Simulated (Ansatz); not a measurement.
# Bi2S2O (P4/nmm): converging the G0W0 gap

How do accuracy and time trade against each other in G0W0 on Bi2S2O (P4/nmm)?

Method: G0W0 on r2SCAN, plane waves, PAW, in Ansatz 0.2.0.

## (1) The structure

It takes space group P4/nmm (No. 129, tetragonal). The conventional cell has a = 3.954 Å, b = 3.954 Å, c = 14.051 Å, α = 90.00°, β = 90.00°, γ = 90.00°. Nearest to Bi lie 5 S at 2.52 to 2.82 Å. Nearest to Bi lie 4 O at 2.34 Å and 4 S at 3.12 Å. Nearest to S lie 4 Bi at 2.82 Å. S has 5 Bi at 2.52 to 3.12 Å nearest. Nearest to O lie 4 Bi at 2.34 Å. Farther neighbours and most contacts between anions are not listed.

The cell and positions are those that the Materials Project relaxed with its own functionals (PBE, PBE+U or r2SCAN), kept fixed. Spin-orbit coupling is left out unless a step names it. The default PAW set here is soft_2. Its files were made with PBE.

## (2) 165 empty bands, screening to 48 eV

Now the one-shot GW correction: screening in the RPA, then the self-energy of the levels asked for.

input.yaml reads:

```yaml
crystal:
  lattice:
    - [3.95410139, 0.0, 0.0]
    - [0.0, 3.95410139, 0.0]
    - [0.0, 0.0, 14.05057958]
  atoms:
    - { symbol: Bi, position: [0.0, 0.5, 0.86649583] }
    - { symbol: Bi, position: [0.5, 0.0, 0.13350417] }
    - { symbol: Bi, position: [0.5, 0.0, 0.58909314] }
    - { symbol: Bi, position: [0.0, 0.5, 0.41090686] }
    - { symbol: S, position: [0.5, 0.0, 0.89431341] }
    - { symbol: S, position: [0.0, 0.5, 0.10568659] }
    - { symbol: S, position: [0.0, 0.5, 0.68748752] }
    - { symbol: S, position: [0.5, 0.0, 0.31251248] }
    - { symbol: O, position: [0.0, 0.0, 0.5] }
    - { symbol: O, position: [0.5, 0.5, 0.5] }
kpoints:
  mp_grid: { grid: [4, 4, 2] }
hamiltonian:
  xc: r2scan
scf:
  occupations: { method: fixed }
gw:
  n_empty_bands: 165
  ecut_chi: 48
  qp_bands: [v3, c3]
  qp_kpoints: band_edges
  screening: { model: contour_deformation }
```

Run with:

```
$ ansatz run input.yaml --threads 3 --pin off --max-ram 92160MiB --backend cuda --events-out ev --progress --plain --runs-dir out --devices 1 --max-vram 13GiB
```

Numbers of over 12 decimals in the logs are rounded to 6 here.

The program printed:

```text
GPUs: using 1 of 1 available (devices: 1).
Engine: ansatz 0.2.0, x86_64-unknown-linux-gnu
Pseudopotentials: kind: paw
Pseudopotential: Bi, paw, valence charge 15, recommended cutoff 500 eV (meta_gga), Bi.paw.azcp
Pseudopotential: S, paw, valence charge 6, recommended cutoff 500 eV (meta_gga), S.paw.azcp
Pseudopotential: O, paw, valence charge 6, recommended cutoff 500 eV (meta_gga), O.paw.azcp
Functional definition: r2SCAN
  parameter k0 = 0.174
  parameter k1 = 0.065
  parameter a1 = 4.9479
  exchange = r2scan_x(k0 = k0, k1 = k1, a1 = a1)
  correlation = r2scan_c
device memory: the entry about to start is reckoned to put 3.5 GiB on a device that reports 37.0 GiB free (of which the cap on the GPU budget leaves the run 13.0 GiB)
GPU FFT provider: cuFFT
GPU libraries: cuBLAS 13.8.2, cuFFT 12.4.0, cuSOLVER 12.3.4
Crystal: 10 atoms, lattice volume = 219.680 Å³
Basis set: ecut = 500 eV, 5587 PW (Γ), exchange–correlation on 120×120×432 points (64 copies of the dense FFT grid, shifted against one another)
Bands: 58, of which v1, the nominal top of the filled ones, is band 48 counted from 1 (47 counted from 0)
Symmetry: 16 space group operations
Space group: P4/nmm (ITA 129), of the structure as read, at distance tolerance 6.0e-5 Å
k-points: 12 of 32
Non-local potential: Bi, projectors of the file, l = 0: 2, l = 1: 2, l = 2: 2, l = 3: 2
Non-local potential: S, projectors of the file, l = 0: 2, l = 1: 2, l = 2: 2
Non-local potential: O, projectors of the file, l = 0: 2, l = 1: 2, l = 2: 1
PAW form: soft (Blöchl's): semilocal exchange-correlation on the pseudo side does not see the compensation charge
PAW frozen core: Bi, regenerated for the run's functional (the file was generated under x = pbe(κ = 0.804, μ = 0.219515), c = pbe(β = 0.066725))
PAW frozen core: S, regenerated for the run's functional (the file was generated under x = pbe(κ = 0.804, μ = 0.219515), c = pbe(β = 0.066725))
PAW frozen core: O, regenerated for the run's functional (the file was generated under x = pbe(κ = 0.804, μ = 0.219515), c = pbe(β = 0.066725))
PAW one-centre angular grid: Bi, 590 points (default); XC on 160 Gauss nodes
PAW one-centre angular grid: S, 302 points (default); XC on 160 Gauss nodes
PAW one-centre angular grid: O, 302 points (default); XC on 160 Gauss nodes
Initial density: superposition of atomic densities (neutral atoms: chi_scale 0, normalization atom), corrected by the library's trained network
Initial wavefunctions: pseudopotential atomic-orbital guess
GPU buffer pool allocated for 97200 grid points (all kernels)
GPU transforms: local potential and band sums: pruned to the plane-wave sphere, on 30×30×108
Functional: x = r2scan, c = r2scan; τ floored in thin density (d = 2e-4 eV/Å³)
SCF iter   1: F=—  HF=-54406.726228 eV  |F-HF|=—  |Δ(HF+E_count)|=         —  Δρ=6.14e-3  dr2=1.02e-1  dr2_τ=1.32e-1  ethr=1.77e-3  ⟨swp⟩=4.9  Hψ=2337  notcnv=0  defer=84
preconditioner: auto → Resta (q_TF=auto, 2.377 Å⁻¹)  ε∞=3.0  [insulator: Δε(μ)=1.176 eV  Ē_g=17.319 eV  n_scr=50 (ndim 8)  ℏωp=24.5 eV  f_vac=0.003  ε∞_Penn≈3.0]
SCF iter   2: F=—  HF=-54406.819267 eV  |F-HF|=—  |Δ(HF+E_count)|=   9.30e-2  Δρ=3.60e-3  dr2=2.18e-2  dr2_τ=2.22e-3  ethr=1.07e-4  ⟨swp⟩=2.3  Hψ=1174  notcnv=0  defer=95
SCF iter   3: F=—  HF=-54406.819405 eV  |F-HF|=—  |Δ(HF+E_count)|=   1.38e-4  Δρ=1.80e-3  dr2=5.96e-3  dr2_τ=2.59e-4  ethr=2.27e-5  ⟨swp⟩=2.0  Hψ=797  notcnv=0  defer=96
SCF iter   4: F=—  HF=-54406.820135 eV  |F-HF|=—  |Δ(HF+E_count)|=   7.29e-4  Δρ=8.00e-4  dr2=3.25e-3  dr2_τ=1.85e-4  ethr=6.21e-6  ⟨swp⟩=2.6  Hψ=1065  notcnv=0  defer=96
SCF iter   5: F=—  HF=-54406.819742 eV  |F-HF|=—  |Δ(HF+E_count)|=   3.93e-4  Δρ=2.15e-4  dr2=1.16e-4  dr2_τ=7.11e-6  ethr=3.39e-6  ⟨swp⟩=2.0  Hψ=979  notcnv=0  defer=92
SCF iter   6: F=—  HF=-54406.819752 eV  |F-HF|=—  |Δ(HF+E_count)|=   9.94e-6  Δρ=7.20e-5  dr2=1.38e-5  dr2_τ=8.51e-7  ethr=1.21e-7  ⟨swp⟩=2.0  Hψ=983  notcnv=0  defer=72
SCF iter   7: F=—  HF=-54406.819753 eV  |F-HF|=—  |Δ(HF+E_count)|=   1.34e-6  Δρ=2.17e-5  dr2=1.54e-6  dr2_τ=4.62e-8  ethr=1.43e-8  ⟨swp⟩=2.0  Hψ=966  notcnv=0  defer=38
SCF iter   8: F=-54406.819753 eV  HF=-54406.819753 eV  |F-HF|=1.71e-8  |Δ(HF+E_count)|=   2.84e-7  Δρ=3.89e-6  dr2=5.85e-8  dr2_τ=1.35e-9  ethr=1.04e-10  ⟨swp⟩=8.9  Hψ=2974  notcnv=0
SCF 1 converged in 8 iterations: F = -54406.819753 eV  dr2 = 5.85e-8
  greatest PAW one-centre occupation: 0.990 electrons in one spin orbital (limit 2), on the Bi atom at site 3 (counted from 0), in its partial waves of l = 2
device memory: the entry about to start is reckoned to put 4.1 GiB (of the 4.2 GiB reckoned in all, the device holds 0.1 GiB already) on a device that reports 36.7 GiB free (of which the cap on the GPU budget leaves the run 12.9 GiB)
NSCF: frozen V_eff on 12 k-points
the band table was solved once the SCF had ended and its energy, with any forces and stress, was formed, with the checks that follow a solve (2683 applications of the Hamiltonian). They found nothing against the state; the energy, forces and stress were not computed again (output.eigenvalues in the input reference)
device memory: the entry about to start is reckoned to put 3.0 GiB on a device that reports 36.7 GiB free (of which the cap on the GPU budget leaves the run 13.0 GiB)
NSCF: frozen V_eff on 12 k-points
G₀W₀ screening: q 1/12
[... further progress lines ...]
SCF converged after 8 iterations
Free energy (F): -54406.819753 eV
Harris-Foulkes:  -54406.819753 eV  (|F-HF|=1.71e-8)
Internal energy: -54406.819753 eV  (E = F + TS)
E sigma→0 (E₀):  -54406.819753 eV
Fermi energy:    8.436894 eV
--- Per-component energies (eV) ---
  E_band       = -484.100611
  E_kinetic    = 1976.870071
  E_local      = -8857.180599  (includes V_loc(G=0)·N_el)
  E_nonlocal   = 2467.635694
  E_hartree    = 3174.668733
  E_xc         = -1080.519184
  E_vxc        = -1217.610344  (∫ρ·V_xc dr)
  E_paw        = -45511.114218  (= ΣΔE_a)
  E_vpaw       = -1276.601379  (= ΣTr[D̂ρ^β])
  E_aug_tail   = 0.000782  (compensation charges beyond the density's cutoff)
  E_vtau       = 73.452795  (kinetic-family band-sum trace: ∫τ·v_τ [+ j·A + Jᵃ·Aᵃ] dr)
  E_ewald      = -6580.180271
  E_core_change = 2.999240  (= ΣΔE_core)
  E_smearing   = -0.000000  (= −TS)
  E_closure    = -0.000000  (closes the sum)
  Σ components = -54406.819753   (vs F -54406.819753, Δ=0.00e0)
--- Band table (eV; the first three rows and the last of 12) ---
  k-point 0: bands = [... 44 lower, 7.2930, 7.3835, 7.5204, 7.5204, 10.1639, 10.9536, 12.5751, 12.7982, ... 6 higher]
  k-point 1: bands = [... 44 lower, 7.2023, 7.3690, 7.5380, 7.5380, 10.2555, 11.0656, 12.5560, 12.8924, ... 6 higher]
  k-point 2: bands = [... 44 lower, 7.3892, 7.5433, 7.6249, 7.7061, 11.2475, 11.4677, 11.4917, 11.7511, ... 6 higher]
  k-point 11: bands = [... 44 lower, 6.7608, 6.7608, 7.2286, 7.2286, 11.8112, 11.8112, 12.4882, 12.4882, ... 6 higher]
--- G₀W₀: contour deformation, 6 samples at zero and on the imaginary axis and 1 off it, 32 q-points, 165 empty bands' worth ---
  eigenvalues of the whole cell's RPA ε∞ on this k-mesh (on a slab, of 1 + 4πα/V) = 8.1704, 22.4909, 22.4909; static W/v taken at q = 0 is 0.029417
  bands read: the sum over 213 bands ends inside a degenerate multiplet in 6 slots, whose members it reads at an even weight; the widest, k=4: bands 213 to 214 (counted from 1) at 1/2 each
  gw.qp_kpoints: band_edges: 7 of 12 stored k-points solved, in 1 pass; an edge of the gap read off the rows below is read off those points alone
    valence top: of the k-points left out ik 3 came nearest to being solved in a further pass, in band 48 (counted from 1, as in the quasiparticle table): it holds the edge there only if its correction is more favourable than any solved in that band by at least 0.637 eV; those differ by 0.213 eV
    conduction bottom: of the k-points left out ik 3 came nearest to being solved in a further pass, in band 49 (counted from 1, as in the quasiparticle table): it holds the edge there only if its correction is more favourable than any solved in that band by at least 1.467 eV; those differ by 0.136 eV
    ik  band        ε_KS         Σx   Σc(E_QP)       V_xc       Z   E_QP_lin       E_QP  E_QP is
     0    46      7.3835   -17.9569     2.3769   -15.8303  0.7438     7.6322     7.6337  root
     0    47      7.5204   -18.2312     3.0073   -15.4115  0.7258     7.7069     7.7080  root
     0    48      7.5204   -18.2312     3.0073   -15.4115  0.7258     7.7069     7.7080  root
     0    49     10.1639    -9.3815    -3.2759   -13.0559  0.7929    10.5663    10.5623  root
     0    50     10.9536    -9.5420    -3.3413   -13.3690  0.7876    11.4454    11.4394  root
     0    51     12.5751    -9.9802    -3.6474   -14.2685  0.7554    13.2296    13.2160  root
     1    46      7.3690   -17.8266     2.9100   -15.1019  0.7299     7.5532     7.5542  root
     1    47      7.5380   -18.2429     2.9940   -15.4432  0.7262     7.7312     7.7323  root
     1    48      7.5380   -18.2429     2.9940   -15.4432  0.7262     7.7312     7.7323  root
     1    49     10.2555    -9.5212    -3.2820   -13.2258  0.7905    10.6827    10.6780  root
     1    50     11.0656    -9.4286    -3.3611   -13.2849  0.7859    11.5671    11.5607  root
     1    51     12.5560   -10.0939    -3.6874   -14.3840  0.7560    13.1706    13.1587  root
     4    46      7.8796   -19.0404     2.5547   -16.8070  0.7430     8.1985     8.2010  root
     4    47      8.4369   -17.4920     1.4958   -16.3934  0.7583     8.8310     8.8341  root
     4    48      8.4369   -17.4920     1.4958   -16.3934  0.7583     8.8310     8.8341  root
     4    49      9.6264   -10.6375    -2.7220   -13.7732  0.7737    10.0446    10.0402  root
     4    50      9.6264   -10.6375    -2.7220   -13.7732  0.7737    10.0446    10.0402  root
     4    51     10.0736   -10.4934    -2.8072   -13.8676  0.7738    10.6508    10.6407  root
     5    46      7.8570   -19.0090     2.5491   -16.7754  0.7434     8.1702     8.1726  root
     5    47      8.4322   -17.5507     1.5025   -16.4487  0.7582     8.8297     8.8328  root
     5    48      8.4322   -17.5507     1.5025   -16.4487  0.7582     8.8297     8.8328  root
     5    49      9.6328   -10.6290    -2.7271   -13.7718  0.7734    10.0530    10.0486  root
     5    50      9.6328   -10.6290    -2.7271   -13.7718  0.7734    10.0530    10.0486  root
     5    51     10.0724   -10.4877    -2.8081   -13.8624  0.7739    10.6492    10.6391  root
[...]
7    50     10.6062   -11.1026    -2.9739   -14.6342  0.7641    11.1757    11.1639  root
     7    51     11.0567   -10.0973    -3.2812   -13.8760  0.7825    11.5620    11.5542  root
    11    46      6.7608   -19.3490     3.5943   -15.9472  0.7104     6.9522     6.9533  root
    11    47      7.2286   -17.9858     2.8303   -15.3504  0.7326     7.4225     7.4236  root
    11    48      7.2286   -17.9858     2.8303   -15.3504  0.7326     7.4225     7.4236  root
    11    49     11.8112    -9.8828    -3.4138   -13.8063  0.7775    12.3286    12.3208  root
    11    50     11.8112    -9.8828    -3.4138   -13.8063  0.7775    12.3286    12.3208  root
    11    51     12.4882    -9.1608    -3.6876   -13.3734  0.7655    13.0219    13.0131  root
```

Elapsed: 28 s, on 1 × NVIDIA H100 80GB HBM3 (shared by 6 runs) with 3 threads of AMD EPYC 7R13 (Zen 3), shared host; peak memory 1.7 GiB.

This step gave:

```yaml
bands_summed: 213
rpa_eps_infinity_on_this_mesh_eigenvalues: 8.170, 22.49, 22.49
plane_waves_in_the_screening_matrix: 155
q_points_in_the_mesh: 32
g0w0_gap_on_the_mesh: 1.206 eV
k_of_the_valence_top: 0, -0.5, 0
k_of_the_conduction_bottom: 0, -0.5, 0
starting_gap_on_the_mesh: 1.189 eV
z_at_the_valence_top: 0.7583
z_at_the_conduction_bottom: 0.7737
least_direct_g0w0_gap_on_the_computed_points: 1.206 eV
```

The gap on the mesh goes from 1.19 eV to 1.21 eV, a correction of +0.02 eV. Between the two edge states, bare exchange in place of the xc potential would open the gap by 4.23 eV, and correlation takes back 4.22 eV.

## (3) 469 empty bands, screening to 96 eV

Bands and screening cutoff are moved together, since each hides the error of the other.

Edit input.yaml of step 2 so:

```diff
@@ -23,4 +23,4 @@
 gw:
-  n_empty_bands: 165
-  ecut_chi: 48
+  n_empty_bands: 469
+  ecut_chi: 96
   qp_bands: [v3, c3]
```

The program printed:

```text
GPUs: using 1 of 1 available (devices: 1).
[...]
GPU FFT provider: cuFFT
GPU libraries: cuBLAS 13.8.2, cuFFT 12.4.0, cuSOLVER 12.3.4
Crystal: 10 atoms, lattice volume = 219.680 Å³
Basis set: ecut = 500 eV, 5587 PW (Γ), exchange–correlation on 120×120×432 points (64 copies of the dense FFT grid, shifted against one another)
Bands: 58, of which v1, the nominal top of the filled ones, is band 48 counted from 1 (47 counted from 0)
Symmetry: 16 space group operations
[...]
k-points: 12 of 32
[...]
GPU buffer pool allocated for 97200 grid points (all kernels)
[...]
SCF iter   1: F=—  HF=-54406.726228 eV  |F-HF|=—  |Δ(HF+E_count)|=         —  Δρ=6.14e-3  dr2=1.02e-1  dr2_τ=1.32e-1  ethr=1.77e-3  ⟨swp⟩=4.9  Hψ=2337  notcnv=0  defer=84
[...]
SCF iter   8: F=-54406.819753 eV  HF=-54406.819753 eV  |F-HF|=1.71e-8  |Δ(HF+E_count)|=   2.84e-7  Δρ=3.89e-6  dr2=5.85e-8  dr2_τ=1.35e-9  ethr=1.04e-10  ⟨swp⟩=8.9  Hψ=2974  notcnv=0
SCF 1 converged in 8 iterations: F = -54406.819753 eV  dr2 = 5.85e-8
[...]
NSCF: frozen V_eff on 12 k-points
[...]
G₀W₀ screening: q 1/12
[... further progress lines ...]
SCF converged after 8 iterations
Free energy (F): -54406.819753 eV
[...]
Internal energy: -54406.819753 eV  (E = F + TS)
E sigma→0 (E₀):  -54406.819753 eV
Fermi energy:    8.436894 eV
[...]
--- Band table (eV; the first three rows and the last of 12) ---
  k-point 0: bands = [... 44 lower, 7.2930, 7.3835, 7.5204, 7.5204, 10.1639, 10.9536, 12.5751, 12.7982, ... 6 higher]
  k-point 1: bands = [... 44 lower, 7.2023, 7.3690, 7.5380, 7.5380, 10.2555, 11.0656, 12.5560, 12.8924, ... 6 higher]
  k-point 2: bands = [... 44 lower, 7.3892, 7.5433, 7.6249, 7.7061, 11.2475, 11.4677, 11.4917, 11.7511, ... 6 higher]
  k-point 11: bands = [... 44 lower, 6.7608, 6.7608, 7.2286, 7.2286, 11.8112, 11.8112, 12.4882, 12.4882, ... 6 higher]
[...]
0    46      7.3835   -17.9569     2.0176   -15.8303  0.7374     7.2741     7.2745  root
     0    47      7.5204   -18.2312     2.6975   -15.4115  0.7189     7.3977     7.3982  root
     0    48      7.5204   -18.2312     2.6975   -15.4115  0.7189     7.3977     7.3982  root
     0    49     10.1639    -9.3815    -3.5474   -13.0559  0.7896    10.2911    10.2908  root
     0    50     10.9536    -9.5420    -3.6909   -13.3690  0.7842    11.0902    11.0898  root
     0    51     12.5751    -9.9802    -3.9966   -14.2685  0.7514    12.8686    12.8668  root
     1    46      7.3690   -17.8266     2.5797   -15.1019  0.7234     7.2233     7.2239  root
     1    47      7.5380   -18.2429     2.6824   -15.4432  0.7194     7.4203     7.4207  root
[...]
11    48      7.2286   -17.9858     2.4981   -15.3504  0.7262     7.0908     7.0913  root
    11    49     11.8112    -9.8828    -3.7342   -13.8063  0.7730    12.0014    12.0005  root
    11    50     11.8112    -9.8828    -3.7342   -13.8063  0.7730    12.0014    12.0005  root
    11    51     12.4882    -9.1608    -4.0277   -13.3734  0.7619    12.6740    12.6731  root
```

Wall time 46 s (1 × NVIDIA H100 80GB HBM3 (shared by 6 runs) with 3 threads); peak memory 2.5 GiB; 79 s of CPU time.

Numbers from this step:

```
bands summed                                 : 517
RPA ε∞ on this mesh (eigenvalues)            : 8.083, 21.94, 21.94
plane waves in the screening matrix          : 443
q-points in the mesh                         : 32
G0W0 gap on the mesh                         : 1.283 eV
k of the valence top                         : 0, -0.5, 0
k of the conduction bottom                   : 0, -0.5, 0
starting gap on the mesh                     : 1.189 eV
Z at the valence top                         : 0.7517
Z at the conduction bottom                   : 0.7694
least direct G0W0 gap on the computed points : 1.283 eV
```

Against the run with 4×4×2 mesh, 165 empty bands, screening to 48 eV, the gap moves by +0.08 eV.

## (4) 1009 empty bands, screening to 160 eV

Edit input.yaml of step 3 so:

```diff
@@ -23,4 +23,4 @@
 gw:
-  n_empty_bands: 469
-  ecut_chi: 96
+  n_empty_bands: 1009
+  ecut_chi: 160.0
   qp_bands: [v3, c3]
```

The program printed:

```text
GPUs: using 1 of 1 available (devices: 1).
[...]
GPU FFT provider: cuFFT
GPU libraries: cuBLAS 13.8.2, cuFFT 12.4.0, cuSOLVER 12.3.4
Crystal: 10 atoms, lattice volume = 219.680 Å³
Basis set: ecut = 500 eV, 5587 PW (Γ), exchange–correlation on 120×120×432 points (64 copies of the dense FFT grid, shifted against one another)
Bands: 58, of which v1, the nominal top of the filled ones, is band 48 counted from 1 (47 counted from 0)
[...]
1    47      7.5380   -18.2429     2.4933   -15.4432  0.7174     7.2285     7.2317  root
[...]
11    48      7.2286   -17.9858     2.2949   -15.3504  0.7244     6.8845     6.8882  root
    11    49     11.8112    -9.8828    -3.9035   -13.8063  0.7714    11.8312    11.8311  root
    11    50     11.8112    -9.8828    -3.9035   -13.8063  0.7714    11.8312    11.8311  root
    11    51     12.4882    -9.1608    -4.2161   -13.3734  0.7606    12.4847    12.4847  root
[key lines of the parts left out:]
SCF converged after 8 iterations
Free energy (F): -54406.819753 eV
Fermi energy:    8.436894 eV
```

Elapsed: 76 s, on 1 × NVIDIA H100 80GB HBM3 (shared by 6 runs) with 3 threads; peak memory 4.6 GiB.

Numbers from this step:

* bands summed: 1057
* RPA ε∞ on this mesh (eigenvalues): 8.050, 21.87, 21.87
* plane waves in the screening matrix: 989
* G0W0 gap on the mesh: 1.377 eV
* k of the valence top: 0, -0.5, 0
* k of the conduction bottom: 0, -0.5, 0
* starting gap on the mesh: 1.189 eV
* least direct G0W0 gap on the computed points: 1.377 eV

Against the run with 4×4×2 mesh, 469 empty bands, screening to 96 eV, the gap moves by +0.09 eV.

(Part 1 of 2 ends here.)

[Paths, hosts, dates, memory and timing lines, banners, echoed tables and standing remarks are left out of the program output.]

[Logs are printed without paths, hosts, clocks, repeated set-up lines and the standing remarks that a program may print on its own settings, such as how far it seeks lower states.]

[Runs of the session that timed out or met a known fault of the program may be left out.]

[Cells called generated may have been cut or substituted from an entry of the Crystallography Open Database or the Materials Project.]

[Hosts, paths, dates, database ids (printed as entryN), source tags and the programs' standing remarks are cut or masked in the printed files.]
